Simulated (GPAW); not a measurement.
# A Pb chain with one bond drawn out: a series of junctions

Wanted: the trend of the zero-bias conductance over a family of junctions, a Pb chain with one bond drawn out.

Calculated with GPAW 26.7.0; GPAW LCAO, PAW setups; Landauer transmission from Green's functions with principal layers (ASE), zero bias.

### Step 1. The structure

The cell holds 10 atoms: 10 Pb. Its edges and angles: a = 9.000 Å, b = 9.000 Å, c = 29.200 Å, α = 90.0°, β = 90.0°, γ = 90.0°. Regions: left lead, 5 atoms (5 Pb); right lead, 5 atoms (5 Pb). Vacuum lies along a and b. The structure is stacked along c, and the current runs across the ab planes.

### Step 2. Member of the series, stretch 0.2 Å

The structure changes from member to member while basis and functional stay, so that the trend is less open to errors of the level than any single value.

run.py reads:

```python
import json
import numpy as np
from ase import Atoms
from ase.transport.calculators import TransportCalculator
from gpaw import GPAW, FermiDirac
from gpaw.lcao.tools import get_lcao_hamiltonian
from scipy.linalg import eigh

# The junction with lead layers at both ends, along the third cell vector
device = Atoms(
    ['Pb', 'Pb', 'Pb', 'Pb', 'Pb', 'Pb', 'Pb', 'Pb', 'Pb', 'Pb'],
    positions=[
        [4.50000, 4.50000, 1.45000],
        [4.50000, 4.50000, 4.35000],
        [4.50000, 4.50000, 7.25000],
        [4.50000, 4.50000, 10.15000],
        [4.50000, 4.50000, 13.05000],
        [4.50000, 4.50000, 16.15000],
        [4.50000, 4.50000, 19.05000],
        [4.50000, 4.50000, 21.95000],
        [4.50000, 4.50000, 24.85000],
        [4.50000, 4.50000, 27.75000]],
    cell=[[9.0, 0.0, 0.0], [0.0, 9.0, 0.0], [0.0, 0.0, 29.2]],
    pbc=True)

# One principal layer of the lead: the first 3 atoms of the device
lead = Atoms(
    ['Pb', 'Pb', 'Pb'],
    positions=[
        [4.50000, 4.50000, 1.45000],
        [4.50000, 4.50000, 4.35000],
        [4.50000, 4.50000, 7.25000]],
    cell=[[9.0, 0.0, 0.0], [0.0, 9.0, 0.0], [0.0, 0.0, 8.7]],
    pbc=True)

settings = dict(mode='lcao', basis='dzp', xc='PBE', h=0.2,
                occupations=FermiDirac(0.1), maxiter=250,
                mixer=dict(beta=0.1, nmaxold=8, weight=100.0),
                convergence=dict(density=0.0001))
energies = np.arange(-3, 3 + 1e-9, 0.075)
eta = 0.0001
n1, n2 = 1, 1
# k and -k transmit alike, so half of the mesh across the current serves
mesh = [(i, j) for i in range(n1) for j in range(n2) if (i, j) <= (-i % n1, -j % n2)]
weights = np.array([1 if (i, j) == (-i % n1, -j % n2) else 2 for i, j in mesh]) / (n1 * n2)

# [... helper functions left out ...]
fermi_lead = ground_state(lead, (1, 1, 13), 'lead.txt')
fermi_device = ground_state(device, (1, 1, 3), 'device.txt')
# [... loop over the mesh left out, but for ...]
        # Shift the lead onto the potential of the device's first layer
        shift = ((H[:, 0, 0] - H0[:, 0, 0]) / S0[0, 0]).real.mean()
# [...]
kT = 8.617333e-5 * 200
bias = [0.1, 0.2, 0.5, 1.0, 1.5, 2.0]
# [... integrals and printing left out ...]
```

Command:

```sh
> OMP_NUM_THREADS=1 OPENBLAS_NUM_THREADS=1 python run.py
```

Output:

```text
basis functions: device 230, principal layer 69
Fermi level: lead -2.5493 eV, device -2.5467 eV; lead shifted by 0.0351 eV
largest coupling past the next layer 2.76e-08 eV, largest misfit of the first layer 0.029 eV
  E-E_F (eV)   T (one spin)  [channel counts left out]
    -3.000    1.2640e-11
    -2.925    2.1541e-11
    -2.850    4.0931e-11
    -2.775    8.7699e-11
    -2.700    2.1793e-10
    -2.625    6.6813e-10
    -2.550    2.9149e-09
    -2.475    2.8243e-08
    -2.400    3.6700e-01
    -2.325    8.7702e-01
    -2.250    9.3143e-01
    -2.175    9.5211e-01
    -2.100    9.6291e-01
    -2.025    9.6947e-01
    -1.950    9.7384e-01
    -1.875    9.7691e-01
[...]
2.475    2.7860e+00
     2.550    2.7511e+00
     2.625    2.6809e+00
     2.700    2.5378e+00
     2.775    2.2394e+00
     2.850    1.6185e+00
     2.925    9.8616e-01
     3.000    9.8605e-01
conductance at 200 K: 2.9374 G0 a cell; thermopower 0.2659 uV/K
current from the zero-bias T(E) at 0.1 V: 22.768 uA
current from the zero-bias T(E) at 0.2 V: 45.548 uA
current from the zero-bias T(E) at 0.5 V: 113.7 uA
current from the zero-bias T(E) at 1.0 V: 225.83 uA
current from the zero-bias T(E) at 1.5 V: 317.44 uA
current from the zero-bias T(E) at 2.0 V: 392.07 uA
```

Elapsed: 67 s, on 1 thread of Arm Neoverse N1, shared host; peak memory 0.99 GiB.

This step gave:

* conductance: 2.937 G₀
* largest coupling past the next principal layer: 2.76e-8 eV
* largest misfit of the first principal layer: 0.02922 eV
* shift that aligns the lead: 0.03509 eV
* basis functions of the junction: 230
* basis functions of a principal layer: 69
* transmission at the Fermi level (one spin): 2.934

One spin. Transmission, zone mean against energy, zero at the Fermi level:

```
energy (eV)  transmission, zone mean
      -3.00                  1.3e-11
      -2.85                  4.1e-11
      -2.70                  2.2e-10
      -2.55                   2.9e-9
      -2.33                    0.877
      -2.17                    0.952
      -2.02                    0.969
      -1.88                    0.977
      -1.73                    0.981
      -1.57                    0.983
      -1.35                    0.985
      -1.20                    0.986
      -1.05                    0.986
      -0.90                    0.987
      -0.75                    0.987
      -0.60                     2.52
      -0.38                     2.90
      -0.23                     2.93
      -0.07                     2.96
       0.00                     2.93
       0.07                     2.93
       0.23                     2.93
       0.38                     2.92
       0.60                     2.89
       0.75                     2.87
       0.90                     2.86
       1.05                     2.86
       1.20                     2.86
       1.35                     2.86
       1.57                     2.86
       1.73                     2.85
       1.88                     2.84
       2.02                     2.82
       2.17                     2.82
       2.33                     2.81
       2.55                     2.75
       2.70                     2.54
       2.85                     1.62
       3.00                    0.986
```

Not self-consistent under bias; the bias window is split evenly. Current through one cell, from the zero-bias transmission against bias:

```
bias (V)  current through one cell, from the zero-bias transmission (μA)
   0.100                                                            22.8
   0.200                                                            45.5
   0.500                                                             114
   1.000                                                             226
   1.500                                                             317
   2.000                                                             392
```

Transmission of the three most open eigenchannels against energy, zero at the Fermi level:

```
energy (eV)  channel 1  channel 2  channel 3
      -3.00    6.3e-12    6.3e-12          0
      -2.77    8.2e-11    5.3e-12          0
      -2.55     2.9e-9    3.9e-12          0
      -2.40      0.367    3.2e-12          0
      -2.17      0.952    3.1e-12          0
      -1.95      0.974    2.9e-12          0
      -1.73      0.981    2.7e-12          0
      -1.57      0.983    2.6e-12          0
      -1.35      0.985    2.5e-12          0
      -1.12      0.986    2.3e-12          0
      -0.90      0.987    2.1e-12          0
      -0.75      0.987    9.2e-11    9.2e-11
      -0.53      0.988      0.841      0.841
      -0.30      0.988      0.970      0.970
      -0.07      0.988      0.985      0.985
       0.00      0.989      0.973      0.973
       0.07      0.989      0.971      0.971
       0.30      0.989      0.968      0.968
       0.53      0.989      0.957      0.957
       0.75      0.989      0.943      0.943
       0.90      0.990      0.937      0.937
       1.12      0.989      0.936      0.936
       1.35      0.989      0.938      0.938
       1.57      0.989      0.938      0.938
       1.73      0.989      0.931      0.931
       1.95      0.988      0.921      0.921
       2.17      0.988      0.915      0.915
       2.40      0.987      0.908      0.908
       2.55      0.987      0.882      0.882
       2.77      0.986      0.626      0.626
       3.00      0.986    4.0e-10    4.0e-10
```

Couplings past the next layer reach 2.8e-8 eV, small enough to drop; the matrix elements of the cell's first layer differ from the bulk lead's by up to 0.029 eV. That layer keeps its own values in the calculation, and only beyond it is the lead taken as perfect. The Fermi levels of lead and junction count from different zeros of potential, one for each periodic cell; with both set to zero, the small remaining shift is what aligns them. Without spin-orbit coupling, which is large for these atoms, channel counts and T are those of the scalar-relativistic bands. By hand: G = 2.937 × 77.48 μS = 228 μS, a resistance of 4.39 kΩ; at 0.1 V a linear junction would pass 22.8 μA, and the integral over the bias window gives 22.8 μA.

### Step 3. Junction: stretch = 0.5

The cell differs from the one that the last finished run ended in (c 29.200 → 29.500 Å).

Edit run.py of step 2 so:

```diff
@@ -17,8 +17,8 @@
         [4.50000, 4.50000, 13.05000],
-        [4.50000, 4.50000, 16.15000],
-        [4.50000, 4.50000, 19.05000],
-        [4.50000, 4.50000, 21.95000],
-        [4.50000, 4.50000, 24.85000],
-        [4.50000, 4.50000, 27.75000]],
-    cell=[[9.0, 0.0, 0.0], [0.0, 9.0, 0.0], [0.0, 0.0, 29.2]],
+        [4.50000, 4.50000, 16.45000],
+        [4.50000, 4.50000, 19.35000],
+        [4.50000, 4.50000, 22.25000],
+        [4.50000, 4.50000, 25.15000],
+        [4.50000, 4.50000, 28.05000]],
+    cell=[[9.0, 0.0, 0.0], [0.0, 9.0, 0.0], [0.0, 0.0, 29.5]],
     pbc=True)
```

Output:

```text
basis functions: device 230, principal layer 69
Fermi level: lead -2.5493 eV, device -2.5466 eV; lead shifted by 0.0420 eV
largest coupling past the next layer 2.76e-08 eV, largest misfit of the first layer 0.051 eV
  E-E_F (eV)   T (one spin)  channels
    -3.000    7.7677e-12    0.0000
    -2.925    1.1667e-11    0.0000
    -2.850    2.0241e-11    0.0000
    -2.775    4.0784e-11    0.0000
    -2.700    9.6607e-11    0.0000
    -2.625    2.8033e-10    0.0000
    -2.550    1.1142e-09    0.0000
    -2.475    8.5837e-09    0.0000
    -2.400    9.5868e-05    0.0000
    -2.325    4.5298e-01    1.0000
    -2.250    6.1551e-01    1.0000
    -2.175    6.9878e-01    1.0000
    -2.100    7.4933e-01    1.0000
    -2.025    7.8322e-01    1.0000
    -1.950    8.0749e-01    1.0000
    -1.875    8.2570e-01    1.0000
[...]
2.475    2.0671e+00    3.0000
     2.550    1.9717e+00    3.0000
     2.625    1.8250e+00    3.0000
     2.700    1.6173e+00    3.0000
     2.775    1.3572e+00    3.0000
     2.850    1.0849e+00    3.0000
     2.925    9.1841e-01    1.0000
     3.000    9.1817e-01    1.0000
conductance at 200 K: 2.6354 G0 a cell; thermopower 1.53 uV/K
current from the zero-bias T(E) at 0.1 V: 20.463 uA
current from the zero-bias T(E) at 0.2 V: 40.991 uA
current from the zero-bias T(E) at 0.5 V: 101.29 uA
current from the zero-bias T(E) at 1.0 V: 194.15 uA
current from the zero-bias T(E) at 1.5 V: 266.24 uA
current from the zero-bias T(E) at 2.0 V: 328.55 uA
```

Wall time 67 s (1 thread); peak memory 1 GiB.

Numbers from this step:

* conductance: 2.635 G₀
* thermopower: 1.530 μV/K
* largest misfit of the first principal layer: 0.05101 eV
* shift that aligns the lead: 0.04197 eV
* transmission at the Fermi level (one spin): 2.620
* open channels of the lead at the Fermi level (one spin): 3

One spin. Transmission, zone mean against energy, zero at the Fermi level:

energy (eV), transmission, zone mean and a bar:
```
    -3.00       0.00 
    -2.77       0.00 
    -2.55       0.00 
    -2.40       0.00 
    -2.17       0.70 ########
    -1.95       0.81 #########
    -1.73       0.85 #########
    -1.57       0.87 ##########
    -1.35       0.89 ##########
    -1.12       0.90 ##########
    -0.90       0.91 ##########
    -0.75       0.91 ##########
    -0.53       1.77 ###################
    -0.30       2.51 ###########################
    -0.07       2.74 ##############################
     0.00       2.62 #############################
     0.07       2.60 ############################
     0.30       2.54 ############################
     0.53       2.44 ###########################
     0.75       2.34 ##########################
     0.90       2.31 #########################
     1.12       2.29 #########################
     1.35       2.29 #########################
     1.57       2.28 #########################
     1.73       2.26 #########################
     1.95       2.22 ########################
     2.17       2.19 ########################
     2.40       2.13 #######################
     2.55       1.97 ######################
     2.77       1.36 ###############
     3.00       0.92 ##########
```

Crossings of the lead's bands, unfolded to its shortest repeat. Table of open channels, zone mean by energy, zero at the Fermi level:

```
energy (eV)  open channels, zone mean
      -3.00                         0
      -2.85                         0
      -2.70                         0
      -2.55                         0
      -2.33                         1
      -2.17                         1
      -2.02                         1
      -1.88                         1
      -1.73                         1
      -1.57                         1
      -1.35                         1
      -1.20                         1
      -1.05                         1
      -0.90                         1
      -0.75                         1
      -0.60                         3
      -0.38                         3
      -0.23                         3
      -0.07                         3
       0.00                         3
       0.07                         3
       0.23                         3
       0.38                         3
       0.60                         3
       0.75                         3
       0.90                         3
       1.05                         3
       1.20                         3
       1.35                         3
       1.57                         3
       1.73                         3
       1.88                         3
       2.02                         3
       2.17                         3
       2.33                         3
       2.55                         3
       2.70                         3
       2.85                         3
       3.00                         1
```

Not self-consistent under bias; the bias window is split evenly. The current through one cell, from the zero-bias transmission by bias:

```
bias (V)  current through one cell, from the zero-bias transmission (μA)
   0.100                                                            20.5
   0.200                                                            41.0
   0.500                                                             101
   1.000                                                             194
   1.500                                                             266
   2.000                                                             329
```

The transmission of the three most open eigenchannels by energy, zero at the Fermi level:

```
energy (eV)  channel 1  channel 2  channel 3
    -2.4750     8.6e-9    4.9e-12          0
    -2.2500      0.616    4.2e-12          0
    -2.0250      0.783    4.0e-12          0
    -1.7250      0.851    3.8e-12          0
    -1.5000      0.875    3.6e-12          0
    -1.2750      0.889    3.4e-12          0
    -0.9750      0.903    3.1e-12          0
    -0.7500      0.910    2.5e-11    2.5e-11
    -0.5250      0.916      0.425      0.425
    -0.2250      0.922      0.831      0.831
     0.0000      0.925      0.847      0.847
     0.2250      0.927      0.819      0.819
     0.5250      0.929      0.754      0.754
     0.7500      0.928      0.705      0.705
     0.9750      0.930      0.682      0.682
     1.2750      0.928      0.682      0.682
     1.5000      0.927      0.728      0.728
     1.7250      0.925      0.667      0.667
     2.0250      0.923      0.645      0.645
     2.2500      0.921      0.630      0.630
     2.4750      0.920      0.573      0.573
     2.7750      0.919      0.219      0.219
     3.0000      0.918    1.8e-10    1.8e-10
```

The conductance, 2.64 G₀, lies 10 % below that of the member before.

### Step 4. Junction: stretch = 0.8

The cell differs from the one that the last finished run ended in (c 29.500 → 29.800 Å).

Edit run.py of step 3 so:

```diff
@@ -17,8 +17,8 @@
         [4.50000, 4.50000, 13.05000],
-        [4.50000, 4.50000, 16.45000],
-        [4.50000, 4.50000, 19.35000],
-        [4.50000, 4.50000, 22.25000],
-        [4.50000, 4.50000, 25.15000],
-        [4.50000, 4.50000, 28.05000]],
-    cell=[[9.0, 0.0, 0.0], [0.0, 9.0, 0.0], [0.0, 0.0, 29.5]],
+        [4.50000, 4.50000, 16.75000],
+        [4.50000, 4.50000, 19.65000],
+        [4.50000, 4.50000, 22.55000],
+        [4.50000, 4.50000, 25.45000],
+        [4.50000, 4.50000, 28.35000]],
+    cell=[[9.0, 0.0, 0.0], [0.0, 9.0, 0.0], [0.0, 0.0, 29.8]],
     pbc=True)
```

Output:

```text
basis functions: device 230, principal layer 69
Fermi level: lead -2.5493 eV, device -2.5492 eV; lead shifted by 0.0468 eV
largest coupling past the next layer 2.76e-08 eV, largest misfit of the first layer 0.067 eV
  E-E_F (eV)   T (one spin)  channels
    -3.000    5.1236e-12    0.0000
    -2.925    6.7261e-12    0.0000
    -2.850    1.0364e-11    0.0000
[...]
2.925    8.1182e-01    1.0000
     3.000    8.1203e-01    1.0000
conductance at 200 K: 2.1796 G0 a cell; thermopower 9.308 uV/K
current from the zero-bias T(E) at 0.1 V: 17.173 uA
current from the zero-bias T(E) at 0.2 V: 34.899 uA
current from the zero-bias T(E) at 0.5 V: 82.819 uA
current from the zero-bias T(E) at 1.0 V: 150.26 uA
current from the zero-bias T(E) at 1.5 V: 202.32 uA
current from the zero-bias T(E) at 2.0 V: 248.85 uA
```

Run time: 68 s. Hardware: 1 thread; peak memory 1 GiB.

The conductance, 2.18 G₀, lies 17 % below that of the member before.

### Step 5. Junction: stretch = 1.2

The cell differs from the one that the last finished run ended in (c 29.800 → 30.200 Å).

Edit run.py of step 4 so:

```diff
@@ -17,8 +17,8 @@
         [4.50000, 4.50000, 13.05000],
-        [4.50000, 4.50000, 16.75000],
-        [4.50000, 4.50000, 19.65000],
-        [4.50000, 4.50000, 22.55000],
-        [4.50000, 4.50000, 25.45000],
-        [4.50000, 4.50000, 28.35000]],
-    cell=[[9.0, 0.0, 0.0], [0.0, 9.0, 0.0], [0.0, 0.0, 29.8]],
+        [4.50000, 4.50000, 17.15000],
+        [4.50000, 4.50000, 20.05000],
+        [4.50000, 4.50000, 22.95000],
+        [4.50000, 4.50000, 25.85000],
+        [4.50000, 4.50000, 28.75000]],
+    cell=[[9.0, 0.0, 0.0], [0.0, 9.0, 0.0], [0.0, 0.0, 30.2]],
     pbc=True)
```

Output:

```text
basis functions: device 230, principal layer 69
Fermi level: lead -2.5493 eV, device -2.5551 eV; lead shifted by 0.0519 eV
largest coupling past the next layer 2.76e-08 eV, largest misfit of the first layer 0.081 eV
  E-E_F (eV)   T (one spin)  channels
    -3.000    2.7611e-12    0.0000
    -2.925    3.2219e-12    0.0000
    -2.850    4.3483e-12    0.0000
[...]
2.925    6.5271e-01    1.0000
     3.000    6.5482e-01    1.0000
conductance at 200 K: 1.2537 G0 a cell; thermopower -3.148 uV/K
current from the zero-bias T(E) at 0.1 V: 9.6302 uA
current from the zero-bias T(E) at 0.2 V: 19.038 uA
current from the zero-bias T(E) at 0.5 V: 46.912 uA
current from the zero-bias T(E) at 1.0 V: 85.588 uA
current from the zero-bias T(E) at 1.5 V: 116.47 uA
current from the zero-bias T(E) at 2.0 V: 144.7 uA
```

Run time: 69 s. Hardware: 1 thread; peak memory 1 GiB.

One spin. The transmission, zone mean by energy, zero at the Fermi level:

```
energy (eV)  transmission, zone mean
    -3.0000                  2.8e-12
    -2.7750                  7.2e-12
    -2.4750                  8.9e-10
    -2.2500                    0.105
    -2.0250                    0.216
    -1.7250                    0.311
    -1.5000                    0.364
    -1.2750                    0.409
    -0.9750                    0.460
    -0.7500                    0.493
    -0.5250                    0.635
    -0.2250                     1.16
    -0.1500                     1.24
     0.0000                     1.28
     0.2250                     1.19
     0.5250                     1.06
     0.7500                    0.993
     0.9750                    0.977
     1.2750                    0.984
     1.5000                    0.968
     1.7250                    0.988
     2.0250                    0.985
     2.2500                    0.979
     2.4750                    0.921
     2.7750                    0.714
     3.0000                    0.655
```

The conductance, 1.25 G₀, lies 42 % below that of the member before.

(Continued in part 2 of 3.)

[Logs are printed without paths, hosts, clocks, repeated set-up lines and the standing remarks that a program may print on its own settings, such as how far it seeks lower states.]

[Hosts, paths, dates, database ids (printed as entryN), source tags and the programs' standing remarks are cut or masked in the printed files.]
